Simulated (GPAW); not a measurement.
# Near-edge structure at the O K edge of SnO2 (R-3m), part 2 of 2

What does one-electron theory with a core hole give for the O K edge of SnO2 (R-3m)?

GPAW 26.7.0; X-ray absorption from dipole matrix elements to empty bands, plane-wave PAW LDA.

So far. Step 5 (Spectrum with FCH, O atom 2): The hole costs E(hole) − E(ground) = 528.86 eV, and the lowest empty level of the hole cell on the spectrum's mesh lies at 4.50 eV, which puts the zero at 533.36 eV. One term is added: -8.83 eV, since the hole is spin-paired here and a spin-polarised one costs that much less in the free atom (computed apart). The photon energy is then 524.53 eV.

### Step 8. Spectrum with FCH, O atom 2

A smaller cell brings the holes closer; here they are 3.2 Å apart.

Changed against the first core-hole run: supercell atoms from 21 to 3; the field's mesh follows (3×3×3 to 6×6×6).

File xas.py:

```python
import numpy as np
from ase import Atoms
from ase.parallel import parprint, paropen
from gpaw import GPAW, PW, FermiDirac, Mixer, MixerDif, setup_paths
from gpaw.test import gen
setup_paths.insert(0, '.')
gen('O', name='fch1s', xcname='LDA', corehole=(1, 0, 1), write_xml=True)
from gpaw.mpi import world
world.barrier()

atoms = Atoms('SnO2',
    cell=[[-3.23418615, 0, 0],
     [1.61709308, -2.80088737, 0],
     [1.61709308, 0.93362912, 4.80059258]],
    scaled_positions=[[0, 0.5, 0.5],
     [0.52566, 0.76283, 0.28849],
     [0.47434, 0.23717, 0.71151]],
    pbc=True)
atoms.calc = calc = GPAW(legacy_gpaw=True, mode=PW(500), xc='LDA', setups={1: 'fch1s'},
    kpts={'size': (6, 6, 6), 'gamma': True}, occupations=FermiDirac(0.02),
    charge=0, mixer=Mixer(0.1, 5, 50), maxiter=150,
    convergence={'density': 0.0001}, txt='scf.txt')
energy = atoms.get_potential_energy() + calc.get_reference_energy()
ef = calc.get_fermi_level()
out = dict(energy=energy, fermi=ef, forces=atoms.get_forces().tolist())
parprint(f'all-electron energy {energy:.4f} eV, Fermi level {ef:.4f} eV')
ev = np.array([[calc.get_eigenvalues(k, s) for k in range(len(calc.get_ibz_k_points()))] for s in range(calc.get_number_of_spins())])
out['homo'], out['lumo'], out['counts'] = ev[ev < ef].max(), ev[ev > ef].min(), sorted(set((ev < ef).sum((0, 2)).tolist()))
out['filled'] = (ev[:, 0] < ef).sum(1).tolist()

from ase.units import Ha
from gpaw.xas import dipole_matrix_elements
nb = int(calc.get_number_of_electrons() / 2) + 29
top = nb
nscf = calc.fixed_density(kpts={'size': (8, 8, 8), 'gamma': True},
    convergence={'eigenstates': 1.0}, txt='nscf.txt')
nscf.diagonalize_full_hamiltonian(nbands=nb)
cell = atoms.cell.array
ops = [cell.T @ U.T @ np.linalg.inv(cell.T) for U in nscf.wfs.kd.symmetry.op_scc]
filled = [13]  # bands filled in the ground state, by spin
E = np.arange(-6, 34, 0.1)
fwhm = np.interp(E, [4, 25], [0.9, 3.5])
Y, X, zero, highest = 0, 0, 1e9, 1e9
for spin in range(nscf.get_number_of_spins()):
    wfs = nscf.wfs
    A = dipole_matrix_elements(wfs.setups[1])
    eps = np.zeros((wfs.kd.nibzkpts, nb))
    d = np.zeros((3, A.shape[1], wfs.kd.nibzkpts, nb), complex)
    for kpt in wfs.kpt_u:
        if kpt.s == spin and 1 in kpt.P_ani:
            eps[kpt.k] = kpt.eps_n * Ha
            d[:, :, kpt.k] = (kpt.weight * wfs.nspins / 2) ** 0.5 * np.inner(A, kpt.P_ani[1])
    world.sum(eps)
    world.sum(d)
    T = np.einsum('amkn,bmkn->abkn', d, d.conj()).real
    T = sum(np.einsum('ai,ijkn,bj->abkn', R, T, R) for R in ops) / len(ops)
    empty = np.ones_like(eps, bool) & (np.arange(nb) >= filled[spin])
    zero, highest = min(zero, eps[empty].min()), min(highest, eps[:, top - 1].min())
    lines = [(eps, T, empty)] if spin == 0 else lines + [(eps, T, empty)]
for eps, T, empty in lines:
    f = np.einsum('aakn->akn', T).reshape(3, -1)
    x = eps.ravel() - zero
    w = np.interp(x, E, fwhm) / 2.35482
    g = np.exp(-0.5 * ((E[:, None] - x) / w) ** 2) / (w * (2 * np.pi) ** 0.5)
    Y = Y + (f * empty.ravel()) @ g.T
    X = X + (f * ~empty.ravel()) @ g.T
out.update(E=E.round(2).tolist(), xas=Y.tolist(), xes=X.tolist(), zero=zero, valid=highest - zero, nk=len(eps), nb=nb)
for i in range(0, len(E), 10):
    parprint(f'{E[i]:7.2f}', *(f'{v:10.3e}' for v in Y[:, i]))
import json
with paropen('out.json', 'w') as f:
    json.dump(out, f)
```

Command:

```sh
> OMP_NUM_THREADS=1 mpirun -n 4 gpaw python xas.py
```

Run time: 3.9 min. Hardware: 4 MPI ranks of Arm Neoverse V2, shared host; peak memory 0.38 GiB.

These settings depart from the first run's and aren't meant as converged.

Against the first run the r.m.s. difference is 27 %. The highest intensity below 16 eV goes from 2.5 eV (3.36) to 2.5 eV (4.17).

```tsv
E (eV)	first run	this run
-2.0	0.00	0.00
-0.5	0.00	0.00
1.0	0.32	0.46
2.5	3.36	4.17
4.0	0.71	0.06
5.5	0.90	0.72
7.0	2.34	1.66
8.5	1.68	1.82
10.0	1.65	1.77
11.5	0.45	0.98
13.0	0.19	0.35
14.5	0.32	0.24
16.0	0.63	0.45
17.5	0.70	0.67
19.0	0.64	0.72
20.5	0.69	0.71
22.0	0.89	0.82
23.5	1.10	0.98
25.0	1.33	1.14
26.5	1.40	1.29
28.0	1.21	1.21
29.5	0.98	1.01
31.0	0.86	0.91
```

### Step 9. Spectrum with FCH, O atom 2

Another set-up is tried: mixing parameter to 0.9 and limit of SCF steps to 50.

Edit xas.py of step 8 so:

```diff
@@ -10,13 +10,31 @@
 
-atoms = Atoms('SnO2',
-    cell=[[-3.23418615, 0, 0],
-     [1.61709308, -2.80088737, 0],
-     [1.61709308, 0.93362912, 4.80059258]],
-    scaled_positions=[[0, 0.5, 0.5],
-     [0.52566, 0.76283, 0.28849],
-     [0.47434, 0.23717, 0.71151]],
+atoms = Atoms('Sn7O14',
+    cell=[[4.85127923, -0.93362912, -4.80059258],
+     [-3.23418615, -3.73451649, -4.80059258],
+     [-1.61709308, 4.66814561, -4.80059258]],
+    scaled_positions=[[0.5, 0.5, 0.5],
+     [0.64285714, 0.07142857, 0.78571429],
+     [0.07142857, 0.78571429, 0.64285714],
+     [0.78571429, 0.64285714, 0.07142857],
+     [0.21428571, 0.35714286, 0.92857143],
+     [0.92857143, 0.21428571, 0.35714286],
+     [0.35714286, 0.92857143, 0.21428571],
+     [0.23717, 0.23717, 0.23717],
+     [0.38002714, 0.80859857, 0.52288429],
+     [0.80859857, 0.52288429, 0.38002714],
+     [0.52288429, 0.38002714, 0.80859857],
+     [0.95145571, 0.09431286, 0.66574143],
+     [0.66574143, 0.95145571, 0.09431286],
+     [0.09431286, 0.66574143, 0.95145571],
+     [0.76283, 0.76283, 0.76283],
+     [0.90568714, 0.33425857, 0.04854429],
+     [0.33425857, 0.04854429, 0.90568714],
+     [0.04854429, 0.90568714, 0.33425857],
+     [0.47711571, 0.61997286, 0.19140143],
+     [0.19140143, 0.47711571, 0.61997286],
+     [0.61997286, 0.19140143, 0.47711571]],
     pbc=True)
-atoms.calc = calc = GPAW(legacy_gpaw=True, mode=PW(500), xc='LDA', setups={1: 'fch1s'},
-    kpts={'size': (6, 6, 6), 'gamma': True}, occupations=FermiDirac(0.02),
-    charge=0, mixer=Mixer(0.1, 5, 50), maxiter=150,
+atoms.calc = calc = GPAW(legacy_gpaw=True, mode=PW(500), xc='LDA', setups={7: 'fch1s'},
+    kpts={'size': (3, 3, 3), 'gamma': True}, occupations=FermiDirac(0.02),
+    charge=0, mixer=Mixer(0.9, 5, 50), maxiter=50,
     convergence={'density': 0.0001}, txt='scf.txt')
@@ -32,10 +50,9 @@
 from gpaw.xas import dipole_matrix_elements
-nb = int(calc.get_number_of_electrons() / 2) + 29
-top = nb
-nscf = calc.fixed_density(kpts={'size': (8, 8, 8), 'gamma': True},
-    convergence={'eigenstates': 1.0}, txt='nscf.txt')
-nscf.diagonalize_full_hamiltonian(nbands=nb)
+nb = int(calc.get_number_of_electrons() / 2) + 183
+top, nb = nb, nb + 8 + nb // 12
+nscf = calc.fixed_density(kpts={'size': (2, 2, 2), 'gamma': True}, nbands=nb,
+    convergence={'bands': top, 'eigenstates': 1e-5}, maxiter=60, txt='nscf.txt')
 cell = atoms.cell.array
 ops = [cell.T @ U.T @ np.linalg.inv(cell.T) for U in nscf.wfs.kd.symmetry.op_scc]
-filled = [13]  # bands filled in the ground state, by spin
+filled = [91]  # bands filled in the ground state, by spin
 E = np.arange(-6, 34, 0.1)
@@ -45,3 +62,3 @@
     wfs = nscf.wfs
-    A = dipole_matrix_elements(wfs.setups[1])
+    A = dipole_matrix_elements(wfs.setups[7])
     eps = np.zeros((wfs.kd.nibzkpts, nb))
@@ -49,5 +66,5 @@
     for kpt in wfs.kpt_u:
-        if kpt.s == spin and 1 in kpt.P_ani:
+        if kpt.s == spin and 7 in kpt.P_ani:
             eps[kpt.k] = kpt.eps_n * Ha
-            d[:, :, kpt.k] = (kpt.weight * wfs.nspins / 2) ** 0.5 * np.inner(A, kpt.P_ani[1])
+            d[:, :, kpt.k] = (kpt.weight * wfs.nspins / 2) ** 0.5 * np.inner(A, kpt.P_ani[7])
     world.sum(eps)
```

Run time: 4.7 min. Hardware: 4 MPI ranks; peak memory 0.66 GiB; 19 min of CPU time.

The risk here was that the mixing parameter is far too large, yet the run reaches the same energy as before to within 5 meV: the setting changed the path, not the result.

This run also has another mesh (2×2×2 against 3×3×3), so the 7 % r.m.s. difference can't be laid on the changed setting alone. The highest intensity below 16 eV goes from 2.5 eV (3.36) to 2.7 eV (3.27).

### Step 10. What the core hole does

Both curves are counted from their own zero, so only the shift of weight within the empty states shows.

```tsv
E (eV)	no hole	FCH
-2.0	0.00	0.00
-1.0	0.00	0.00
0.0	0.02	0.01
1.0	0.27	0.32
2.0	0.63	2.03
3.0	2.33	2.47
4.0	1.69	0.71
5.0	0.47	0.56
6.0	0.70	1.19
7.0	1.45	2.34
8.0	2.06	1.95
9.0	2.11	1.76
10.0	2.62	1.65
11.0	1.53	0.73
12.0	0.54	0.30
13.0	0.25	0.19
14.0	0.24	0.24
15.0	0.38	0.42
16.0	0.54	0.63
17.0	0.61	0.70
18.0	0.59	0.68
19.0	0.53	0.64
20.0	0.50	0.66
21.0	0.52	0.75
22.0	0.58	0.89
23.0	0.66	1.03
24.0	0.77	1.17
25.0	0.92	1.33
26.0	1.07	1.41
27.0	1.15	1.36
28.0	1.10	1.21
29.0	0.98	1.04
30.0	0.86	0.92
31.0	0.78	0.86
32.0	0.76	0.85
```

With each curve scaled to its own mean, the area from −2 to 6 eV with the hole is 6.7 against 5.9, and the centre of weight from −1 to 20 eV moves by -0.4 eV (first and strongest maxima below 20 eV: 3.4 eV (2.88), 7.8 eV (2.10) and 9.8 eV (2.64) without the hole, 2.5 eV (3.36), 7.2 eV (2.42) and 9.5 eV (1.87) with it); the shape changes all the same, by 48 % r.m.s.

### Step 11. Outcome

```json
{
  "absorber and edge": "O K, atom 2 of the ground-state input (counted from 1)",
  "surroundings": "3 Sn at 2.13 Å (pyramidal, site symmetry 3m)",
  "highest intensity below 16 eV": "2.5 eV above the zero, height 3.36",
  "photon energy of the zero, with the added terms": "524.5 eV (raw 533.4 eV; LDA puts this hole about 4 eV below PBE, itself good to a few eV)"
}
```

The O K edge of atom 2, with 3 Sn at 2.13 Å (pyramidal, site symmetry 3m), has its highest intensity of the first 16 eV at 2.5 eV above the zero, near 527 eV in photon energy (LDA puts this hole about 4 eV below PBE, itself good to a few eV), 3.4 times the mean level of the first 20 eV (Gaussian full width 0.9 eV up to 4 eV, rising linearly to 3.5 eV at 25 eV). With each curve scaled to its own mean, the area from −2 to 6 eV with the hole is 6.7 against 5.9, and the centre of weight from −1 to 20 eV moves by -0.4 eV (first and strongest maxima below 20 eV: 3.4 eV (2.88), 7.8 eV (2.10) and 9.8 eV (2.64) without the hole, 2.5 eV (3.36), 7.2 eV (2.42) and 9.5 eV (1.87) with it); the shape changes all the same, by 48 % r.m.s. Changing the core hole from full to half alters the shape by 26 % r.m.s., so the choice matters here. A cell with holes 3.2 Å apart changes the curve by 27 % r.m.s. (27 % after the best shift). At the O K edge of atom 2 polarisation matters most near 2.6 eV, where the curves differ by 4.2 on this scale. The mesh is coarse (0.32 Å⁻¹ between points), so small maxima may be mesh ripples. The structure is a computed Materials Project entry and may be a hypothetical form.

[Logs are printed without paths, hosts, clocks, repeated set-up lines and the standing remarks that a program may print on its own settings, such as how far it seeks lower states.]

[Hosts, paths, dates, database ids (printed as entryN), source tags and the programs' standing remarks are cut or masked in the printed files.]

[Lists of maxima count a maximum above −3 eV only where it reaches 4 % of the highest in the window and stands out from its surroundings by 2 % of it (1.5 % where it reaches 55 %); shoulders and weaker maxima are passed over, and of the rest the first, up to two pre-edge ones and the few strongest are named.]
